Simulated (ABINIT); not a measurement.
# RbGeH3 (Pm-3m): from the cell to the phonon bands, part 4 of 6

How does RbGeH3 (Pm-3m) vibrate, and is this structure a minimum?

ABINIT 10.8.3; DFT PBE, scalar-relativistic, plane waves, PseudoDojo norm-conserving pseudopotentials.

So far. Step 7 (Zone-centre response): The acoustic modes at Γ come out as far as 7.7 cm⁻¹ from zero, where they should vanish, a small numerical error. The lowest optical mode is imaginary, 1638i cm⁻¹, an instability at this level and on this k mesh. Step 8 (Zone-centre analysis): The rule moves no optical mode by more than 0.3 cm⁻¹. The relaxed cell has a = 4.158 Å (conventional setting).

The structure was built from a prototype and need not be the compound's stable phase.

## (9) Sum rules set otherwise (asr 0)

Without the rule the raw error of the acoustic modes shows.

File anaddb.abi:

```
ddb_filepath "gamma_DDB"
output_file "anaddb.abo"
outdata_prefix "anaddb"
asr 0
chneut 0
enunit 2
eivec 1
nph1l 1
qph1l 0.0 0.0 0.0 1.0
```

File mrgddb.in:

```
gamma_DDB
merged
2
dfpt_gammao_DDB
gso_DDB
```

Run with:

```
$ mrgddb < mrgddb.in > mrgddb.log
$ OMP_NUM_THREADS=1 anaddb anaddb.abi > anaddb.log
```

Numbers of over 12 decimals in the logs are rounded to 6 here.

anaddb.abo, the main output file:

```text
-outvars_anaddb: echo values of input variables ----------------------

 Miscellaneous information :
      enunit         2
       eivec         1
      chneut         0
 First list of wavevector (reduced coord.) :
       nph1l         1
       qph1l
                     0.00000000E+00  0.00000000E+00  0.00000000E+00    1.000E+00

================================================================================

 read the DDB information and perform some checks

  ==== Info on the Cryst% object ====
 Real(R)+Recip(G) space primitive vectors, cartesian coordinates (Bohr,Bohr^-1):
 R(1)=  7.8578567  0.0000000  0.0000000  G(1)=  0.1272612  0.0000000  0.0000000
 R(2)=  0.0000000  7.8578567  0.0000000  G(2)=  0.0000000  0.1272612  0.0000000
 R(3)=  0.0000000  0.0000000  7.8578567  G(3)=  0.0000000  0.0000000  0.1272612
 Unit cell volume ucvol=  4.8519053E+02 bohr^3
 Angles (23,13,12)=  9.00000000E+01  9.00000000E+01  9.00000000E+01 degrees
 Time-reversal symmetry is present
 Reduced atomic positions [iatom, xred, symbol]:
    1)    0.0000000  0.0000000  0.0000000  Rb
    2)    0.5000000  0.5000000  0.5000000  Ge
    3)    0.5000000  0.5000000  0.0000000   H
    4)    0.5000000  0.0000000  0.5000000   H
    5)    0.0000000  0.5000000  0.5000000   H

 DDB file with 3 blocks has been read.

================================================================================

 Treat the first list of vectors

  Phonon wavevector (reduced coordinates) :  0.00000  0.00000  0.00000
 Phonon energies in Hartree :
  -7.465152E-03 -7.465152E-03 -7.465152E-03 -3.514243E-05 -3.514243E-05
  -3.514243E-05  4.916533E-04  4.916533E-04  4.916533E-04  3.073274E-03
   3.073274E-03  3.073274E-03  3.264943E-03  3.264943E-03  3.264943E-03
 Phonon energies in meV     :
- -2.031371E+02 -2.031371E+02 -2.031371E+02 -9.562743E-01 -9.562743E-01
- -9.562743E-01  1.337857E+01  1.337857E+01  1.337857E+01  8.362805E+01
-  8.362805E+01  8.362805E+01  8.884362E+01  8.884362E+01  8.884362E+01
 Phonon frequencies in cm-1    :
- -1.638412E+03 -1.638412E+03 -1.638412E+03 -7.712873E+00 -7.712873E+00
- -7.712872E+00  1.079054E+02  1.079054E+02  1.079054E+02  6.745057E+02
-  6.745057E+02  6.745057E+02  7.165721E+02  7.165721E+02  7.165721E+02
 Phonon frequencies in Thz     :
- -4.911834E+01 -4.911834E+01 -4.911834E+01 -2.312261E-01 -2.312261E-01
- -2.312261E-01  3.234923E+00  3.234923E+00  3.234923E+00  2.022117E+01
-  2.022117E+01  2.022117E+01  2.148229E+01  2.148229E+01  2.148229E+01
 Phonon energies in Kelvin  :
- -2.357309E+03 -2.357309E+03 -2.357309E+03 -1.109710E+01 -1.109710E+01
- -1.109710E+01  1.552518E+02  1.552518E+02  1.552518E+02  9.704632E+02
-  9.704632E+02  9.704632E+02  1.030987E+03  1.030987E+03  1.030987E+03

 Eigendisplacements
 (will be given, for each mode : in cartesian coordinates
   for each atom the real part of the displacement vector,
   then the imaginary part of the displacement vector - absolute values smaller than 1.0d-7 are set to zero)
  Mode number    1   Energy   -7.465152E-03
 Attention : low frequency mode.
   (Could be unstable or acoustic mode)
-  1  2.72253808E-05  0.00000000E+00  0.00000000E+00
-     0.00000000E+00  0.00000000E+00  0.00000000E+00
-  2  2.69116408E-04  0.00000000E+00  0.00000000E+00
-     0.00000000E+00  0.00000000E+00  0.00000000E+00
-  3  7.47561540E-04  0.00000000E+00  0.00000000E+00
-     0.00000000E+00  0.00000000E+00  0.00000000E+00
-  4  7.47561540E-04  4.38713619E-07  0.00000000E+00
-     0.00000000E+00  0.00000000E+00  0.00000000E+00
-  5 -2.31918238E-02  0.00000000E+00  0.00000000E+00
-     0.00000000E+00  0.00000000E+00  0.00000000E+00
  Mode number    2   Energy   -7.465152E-03
 Attention : low frequency mode.
   (Could be unstable or acoustic mode)
-  1  0.00000000E+00  2.72253808E-05  0.00000000E+00
-     0.00000000E+00  0.00000000E+00  0.00000000E+00
-  2  0.00000000E+00  2.69116408E-04  0.00000000E+00
-     0.00000000E+00  0.00000000E+00  0.00000000E+00
-  3  0.00000000E+00  7.47561540E-04  0.00000000E+00
-     0.00000000E+00  0.00000000E+00  0.00000000E+00
-  4  0.00000000E+00 -2.31918238E-02  0.00000000E+00
-     0.00000000E+00  0.00000000E+00  0.00000000E+00
-  5 -4.38713619E-07  7.47561540E-04  0.00000000E+00
-     0.00000000E+00  0.00000000E+00  0.00000000E+00
  Mode number    3   Energy   -7.465152E-03
 Attention : low frequency mode.
   (Could be unstable or acoustic mode)
-  1  0.00000000E+00  0.00000000E+00  2.72253808E-05
-     0.00000000E+00  0.00000000E+00  0.00000000E+00
-  2  0.00000000E+00  0.00000000E+00  2.69116408E-04
-     0.00000000E+00  0.00000000E+00  0.00000000E+00
-  3  0.00000000E+00  0.00000000E+00 -2.31918238E-02
-     0.00000000E+00  0.00000000E+00  0.00000000E+00
-  4  0.00000000E+00  0.00000000E+00  7.47561540E-04
-     0.00000000E+00  0.00000000E+00  0.00000000E+00
-  5  0.00000000E+00  0.00000000E+00  7.47561540E-04
-     0.00000000E+00  0.00000000E+00  0.00000000E+00
  Mode number    4   Energy   -3.514243E-05
 Attention : low frequency mode.
   (Could be unstable or acoustic mode)
-  1  0.00000000E+00 -1.16820927E-07 -1.84727396E-03
-     0.00000000E+00  0.00000000E+00  0.00000000E+00
-  2  0.00000000E+00 -1.16555472E-07 -1.84307635E-03
-     0.00000000E+00  0.00000000E+00  0.00000000E+00
-  3  0.00000000E+00 -1.16587263E-07 -1.84340543E-03
-     0.00000000E+00  0.00000000E+00  0.00000000E+00
-  4  0.00000000E+00 -1.16576283E-07 -1.84357906E-03
-     0.00000000E+00  0.00000000E+00  0.00000000E+00
-  5  0.00000000E+00 -1.16587263E-07 -1.84357906E-03
-     0.00000000E+00  0.00000000E+00  0.00000000E+00
  Mode number    5   Energy   -3.514243E-05
 Attention : low frequency mode.
   (Could be unstable or acoustic mode)
-  1  5.66764342E-07  1.84727387E-03 -1.16807153E-07
-     0.00000000E+00  0.00000000E+00  0.00000000E+00
-  2  5.65476470E-07  1.84307627E-03 -1.16541729E-07
-     0.00000000E+00  0.00000000E+00  0.00000000E+00
-  3  5.65630704E-07  1.84357897E-03 -1.16562537E-07
-     0.00000000E+00  0.00000000E+00  0.00000000E+00
-  4  5.65630704E-07  1.84340534E-03 -1.16573516E-07
-     0.00000000E+00  0.00000000E+00  0.00000000E+00
-  5  5.65577435E-07  1.84357897E-03 -1.16573516E-07
-     0.00000000E+00  0.00000000E+00  0.00000000E+00
  Mode number    6   Energy   -3.514243E-05
 Attention : low frequency mode.
   (Could be unstable or acoustic mode)
-  1  1.84727388E-03 -5.66761503E-07  0.00000000E+00
-     0.00000000E+00  0.00000000E+00  0.00000000E+00
-  2  1.84307627E-03 -5.65473637E-07  0.00000000E+00
-     0.00000000E+00  0.00000000E+00  0.00000000E+00
-  3  1.84357897E-03 -5.65627871E-07  0.00000000E+00
-     0.00000000E+00  0.00000000E+00  0.00000000E+00
-  4  1.84357897E-03 -5.65574602E-07  0.00000000E+00
-     0.00000000E+00  0.00000000E+00  0.00000000E+00
-  5  1.84340535E-03 -5.65627871E-07  0.00000000E+00
-     0.00000000E+00  0.00000000E+00  0.00000000E+00
  Mode number    7   Energy    4.916533E-04
-  1  0.00000000E+00 -1.24013015E-07 -1.73148702E-03
-     0.00000000E+00  0.00000000E+00  0.00000000E+00
-  2  0.00000000E+00  1.42421984E-07  1.98851562E-03
-     0.00000000E+00  0.00000000E+00  0.00000000E+00
-  3  0.00000000E+00  0.00000000E+00  1.56532177E-03
-     0.00000000E+00  0.00000000E+00  0.00000000E+00
-  4  0.00000000E+00  1.12111883E-07  1.17002551E-03
-     0.00000000E+00  0.00000000E+00  0.00000000E+00
-  5  0.00000000E+00  0.00000000E+00  1.17002551E-03
-     0.00000000E+00  0.00000000E+00  0.00000000E+00
  Mode number    8   Energy    4.916533E-04
-  1  4.20544681E-07 -1.73148697E-03  1.24017300E-07
-     0.00000000E+00  0.00000000E+00  0.00000000E+00
-  2 -4.82971952E-07  1.98851556E-03 -1.42426906E-07
-     0.00000000E+00  0.00000000E+00  0.00000000E+00
-  3 -2.84176548E-07  1.17002548E-03 -1.12115758E-07
-     0.00000000E+00  0.00000000E+00  0.00000000E+00
-  4 -2.84176548E-07  1.56532172E-03  0.00000000E+00
-     0.00000000E+00  0.00000000E+00  0.00000000E+00
-  5 -3.80186357E-07  1.17002548E-03  0.00000000E+00
-     0.00000000E+00  0.00000000E+00  0.00000000E+00
  Mode number    9   Energy    4.916533E-04
-  1  1.73148698E-03  4.20545945E-07  0.00000000E+00
-     0.00000000E+00  0.00000000E+00  0.00000000E+00
-  2 -1.98851557E-03 -4.82973403E-07  0.00000000E+00
-     0.00000000E+00  0.00000000E+00  0.00000000E+00
-  3 -1.17002548E-03 -2.84177402E-07  0.00000000E+00
-     0.00000000E+00  0.00000000E+00  0.00000000E+00
-  4 -1.17002548E-03 -3.80187499E-07  0.00000000E+00
-     0.00000000E+00  0.00000000E+00  0.00000000E+00
-  5 -1.56532172E-03 -2.84177402E-07  0.00000000E+00
-     0.00000000E+00  0.00000000E+00  0.00000000E+00
  Mode number   10   Energy    3.073274E-03
-  1  0.00000000E+00  0.00000000E+00  0.00000000E+00
-     0.00000000E+00  0.00000000E+00  0.00000000E+00
-  2  0.00000000E+00  0.00000000E+00  0.00000000E+00
-     0.00000000E+00  0.00000000E+00  0.00000000E+00
-  3  0.00000000E+00  2.00690034E-07  0.00000000E+00
-     0.00000000E+00  0.00000000E+00  0.00000000E+00
-  4  0.00000000E+00  0.00000000E+00  1.64963405E-02
-     0.00000000E+00  0.00000000E+00  0.00000000E+00
-  5  0.00000000E+00 -2.00690034E-07 -1.64963405E-02
-     0.00000000E+00  0.00000000E+00  0.00000000E+00
  Mode number   11   Energy    3.073274E-03
-  1  0.00000000E+00  0.00000000E+00  0.00000000E+00
-     0.00000000E+00  0.00000000E+00  0.00000000E+00
-  2  0.00000000E+00  0.00000000E+00  0.00000000E+00
-     0.00000000E+00  0.00000000E+00  0.00000000E+00
-  3  6.81653744E-07 -1.64963404E-02  0.00000000E+00
-     0.00000000E+00  0.00000000E+00  0.00000000E+00
-  4 -6.81653744E-07  0.00000000E+00  2.00690035E-07
-     0.00000000E+00  0.00000000E+00  0.00000000E+00
-  5  0.00000000E+00  1.64963404E-02 -2.00690035E-07
-     0.00000000E+00  0.00000000E+00  0.00000000E+00
  Mode number   12   Energy    3.073274E-03
-  1  0.00000000E+00  0.00000000E+00  0.00000000E+00
-     0.00000000E+00  0.00000000E+00  0.00000000E+00
-  2  0.00000000E+00  0.00000000E+00  0.00000000E+00
-     0.00000000E+00  0.00000000E+00  0.00000000E+00
-  3  1.64963404E-02  6.81653744E-07  0.00000000E+00
-     0.00000000E+00  0.00000000E+00  0.00000000E+00
-  4 -1.64963404E-02  0.00000000E+00  0.00000000E+00
-     0.00000000E+00  0.00000000E+00  0.00000000E+00
-  5  0.00000000E+00 -6.81653744E-07  0.00000000E+00
-     0.00000000E+00  0.00000000E+00  0.00000000E+00
  Mode number   13   Energy    3.264943E-03
-  1  0.00000000E+00  0.00000000E+00  8.57142224E-05
-     0.00000000E+00  0.00000000E+00  0.00000000E+00
-  2  0.00000000E+00  0.00000000E+00  3.62778109E-04
-     0.00000000E+00  0.00000000E+00  0.00000000E+00
-  3  0.00000000E+00  5.59177784E-07 -7.41233936E-04
-     0.00000000E+00  0.00000000E+00  0.00000000E+00
-  4  0.00000000E+00  0.00000000E+00 -1.63340949E-02
-     0.00000000E+00  0.00000000E+00  0.00000000E+00
-  5  0.00000000E+00  5.59177784E-07 -1.63340949E-02
-     0.00000000E+00  0.00000000E+00  0.00000000E+00
  Mode number   14   Energy    3.264943E-03
-  1  0.00000000E+00 -8.57142224E-05  0.00000000E+00
-     0.00000000E+00  0.00000000E+00  0.00000000E+00
-  2  0.00000000E+00 -3.62778109E-04  0.00000000E+00
-     0.00000000E+00  0.00000000E+00  0.00000000E+00
-  3  0.00000000E+00  1.63340949E-02  0.00000000E+00
-     0.00000000E+00  0.00000000E+00  0.00000000E+00
-  4  0.00000000E+00  7.41233936E-04  5.59177920E-07
-     0.00000000E+00  0.00000000E+00  0.00000000E+00
-  5  0.00000000E+00  1.63340949E-02  5.59177920E-07
-     0.00000000E+00  0.00000000E+00  0.00000000E+00
  Mode number   15   Energy    3.264943E-03
-  1  8.57142224E-05  0.00000000E+00  0.00000000E+00
-     0.00000000E+00  0.00000000E+00  0.00000000E+00
-  2  3.62778109E-04  0.00000000E+00  0.00000000E+00
-     0.00000000E+00  0.00000000E+00  0.00000000E+00
-  3 -1.63340949E-02  0.00000000E+00  0.00000000E+00
-     0.00000000E+00  0.00000000E+00  0.00000000E+00
-  4 -1.63340949E-02  0.00000000E+00  0.00000000E+00
-     0.00000000E+00  0.00000000E+00  0.00000000E+00
-  5 -7.41233936E-04  0.00000000E+00  0.00000000E+00
-     0.00000000E+00  0.00000000E+00  0.00000000E+00

 Analysis of degeneracies and characters (maximum tolerance=1.00E-06 a.u.)
 For each vibration mode, or group of modes if degenerate,
 the characters are given for each symmetry operation (see the list in the log file).
 Symmetry characters of vibration mode #   1
       degenerate with vibration modes #   2 to    3
  3.0 -3.0 -1.0  1.0 -1.0  1.0 -1.0  1.0  1.0 -1.0 -1.0  1.0  1.0 -1.0 -1.0  1.0
  0.0 -0.0  0.0 -0.0 -0.0  0.0 -0.0  0.0  1.0 -1.0 -1.0  1.0 -1.0  1.0  1.0 -1.0
  0.0 -0.0 -0.0  0.0 -0.0  0.0  0.0 -0.0  1.0 -1.0  1.0 -1.0 -1.0  1.0 -1.0  1.0
 Symmetry characters of vibration mode #   4
       degenerate with vibration modes #   5 to    6
  3.0 -3.0 -1.0  1.0 -1.0  1.0 -1.0  1.0  1.0 -1.0 -1.0  1.0  1.0 -1.0 -1.0  1.0
  0.0 -0.0 -0.0  0.0 -0.0  0.0 -0.0  0.0  1.0 -1.0 -1.0  1.0 -1.0  1.0  1.0 -1.0
  0.0 -0.0 -0.0  0.0 -0.0  0.0 -0.0  0.0  1.0 -1.0  1.0 -1.0 -1.0  1.0 -1.0  1.0
 Symmetry characters of vibration mode #   7
       degenerate with vibration modes #   8 to    9
  3.0 -3.0 -1.0  1.0 -1.0  1.0 -1.0  1.0  1.0 -1.0 -1.0  1.0  1.0 -1.0 -1.0  1.0
  0.0 -0.0  0.0 -0.0 -0.0  0.0 -0.0  0.0  1.0 -1.0 -1.0  1.0 -1.0  1.0  1.0 -1.0
  0.0 -0.0 -0.0  0.0 -0.0  0.0  0.0 -0.0  1.0 -1.0  1.0 -1.0 -1.0  1.0 -1.0  1.0
 Symmetry characters of vibration mode #  10
       degenerate with vibration modes #  11 to   12
  3.0 -3.0 -1.0  1.0 -1.0  1.0 -1.0  1.0 -1.0  1.0  1.0 -1.0 -1.0  1.0  1.0 -1.0
 -0.0  0.0 -0.0  0.0  0.0 -0.0  0.0 -0.0 -1.0  1.0  1.0 -1.0  1.0 -1.0 -1.0  1.0
 -0.0  0.0  0.0 -0.0  0.0 -0.0 -0.0  0.0 -1.0  1.0 -1.0  1.0  1.0 -1.0  1.0 -1.0
 Symmetry characters of vibration mode #  13
       degenerate with vibration modes #  14 to   15
  3.0 -3.0 -1.0  1.0 -1.0  1.0 -1.0  1.0  1.0 -1.0 -1.0  1.0  1.0 -1.0 -1.0  1.0
 -0.0  0.0 -0.0  0.0  0.0 -0.0  0.0 -0.0  1.0 -1.0 -1.0  1.0 -1.0  1.0  1.0 -1.0
 -0.0  0.0  0.0 -0.0  0.0 -0.0 -0.0  0.0  1.0 -1.0  1.0 -1.0 -1.0  1.0 -1.0  1.0
-
```

Wall time 0.55 s (1 thread of Arm Neoverse N1, shared host).

Read from the output:

```yaml
highest_optical_zone_centre_mode_no_lo_to_term: 716.6 cm⁻¹
```

Zone-centre frequencies as printed; negative means imaginary. Modes:

| mode | frequency (cm⁻¹) |
| --- | --- |
| 1 | -1638 |
| 2 | -1638 |
| 3 | -1638 |
| 4 | -7.71 |
| 5 | -7.71 |
| 6 | -7.71 |
| 7 | 107.9 |
| 8 | 107.9 |
| 9 | 107.9 |
| 10 | 674.5 |
| 11 | 674.5 |
| 12 | 674.5 |
| 13 | 716.6 |
| 14 | 716.6 |
| 15 | 716.6 |

## (10) Self-consistent run for the response

Scaled from the time of the run at Γ, the full q mesh would overrun the time at hand on this k mesh, so the ground state is made again on a coarser one.

File gs.abi:

```
# ground state
tolvrs 1.0d-16
prtden 1
prtwf 1

# basis, mesh and filling
ecut 35.0
ngkpt 4 4 4
nshiftk 1
shiftk 0.0 0.0 0.0
istwfk *1
occopt 6
tsmear 0.01
nband 20
nstep 100
diemac 1000000.0
prtebands 0
prtgsr 0
useylm 1

# cell and atoms
acell 7.857856699 7.857856699 7.857856699
rprim 
    1.0 0.0 0.0
    0.0 1.0 0.0
    0.0 0.0 1.0
ntypat 3
znucl 37 32 1
natom 5
typat 1 2 3 3 3
xred 
    0.0 0.0 0.0
    0.5 0.5 0.5
    0.5 0.5 0.0
    0.5 0.0 0.5
    0.0 0.5 0.5
pp_dirpath "./pseudo"
pseudos "Rb.upf, Ge.upf, H.upf"
```

Run with:

```
$ OMP_NUM_THREADS=1 mpirun -n 4 abinit gs.abi > gs.log
```

gs.abo, the main output file:

```text
[banners, grids, parts of the stress and lines that vanish by symmetry left out]
- input  file    -> gs.abi
- output file    -> gs.abo
- root for input  files -> gsi
[...]
Symmetries : space group Pm -3 m (#221); Bravais cP (primitive cubic)
[...]
mpw =        4828          nfft =       91125          nkpt =          10
[...]
== DATASET  1 ==================================================================
[...]
cutoff_energies: {ecut:  35.0, pawecutdg:  -1.0, }
[...]
ETOT  1  -116.64251630258    -1.166E+02 9.927E-01 2.763E+02
 ETOT  2  -117.98655091451    -1.344E+00 2.200E-02 3.354E+02
 ETOT  3  -118.02789246643    -4.134E-02 6.822E-03 7.456E+01
 ETOT  4  -118.03637208647    -8.480E-03 9.337E-03 3.357E-01
 ETOT  5  -118.03640486748    -3.278E-05 6.692E-04 5.937E-02
[...]
ETOT 13  -118.03640920400     4.306E-12 1.389E-05 1.295E-14
 ETOT 14  -118.03640920400    -3.695E-13 4.214E-06 8.902E-17
 At SCF step   14       vres2   =  8.90E-17 < tolvrs=  1.00E-16 =>converged.
[...]
sigma(1 1)=  1.65680388E-05  sigma(3 2)=  0.00000000E+00
  sigma(2 2)=  1.65680388E-05  sigma(3 1)=  0.00000000E+00
  sigma(3 3)=  1.65680388E-05  sigma(2 1)=  0.00000000E+00
[...]
convergence: {deltae: -3.695E-13, res2:  8.902E-17, residm:  4.214E-06, diffor: null, }
etotal    :  -1.18036409E+02
[...]
sigma(1 1)=  1.65680388E-05  sigma(3 2)=  0.00000000E+00
  sigma(2 2)=  1.65680388E-05  sigma(3 1)=  0.00000000E+00
  sigma(3 3)=  1.65680388E-05  sigma(2 1)=  0.00000000E+00
[...]
- sigma(1 1)=  4.87448530E-01  sigma(3 2)=  0.00000000E+00
- sigma(2 2)=  4.87448530E-01  sigma(3 1)=  0.00000000E+00
- sigma(3 3)=  4.87448530E-01  sigma(2 1)=  0.00000000E+00
[...]
fcart     -0.0000000000E+00 -0.0000000000E+00 -0.0000000000E+00
           strten      1.6568038788E-05  1.6568038788E-05  1.6568038788E-05
================================================================================

[key lines of the parts left out:]
pressure_GPa:  -4.8745E-01
```

Run time: 30 s. Hardware: 4 MPI ranks; 2 min of CPU time.

This step gave:

- pressure: -0.4874 GPa

(Continued in part 5 of 6.)

[Host names and launcher messages were left out of these logs when they were recorded.]

[Logs are printed without paths, hosts, clocks, repeated set-up lines and the standing remarks that a program may print on its own settings, such as how far it seeks lower states.]

[Hosts, paths, dates, database ids (printed as entryN), source tags and the programs' standing remarks are cut or masked in the printed files.]
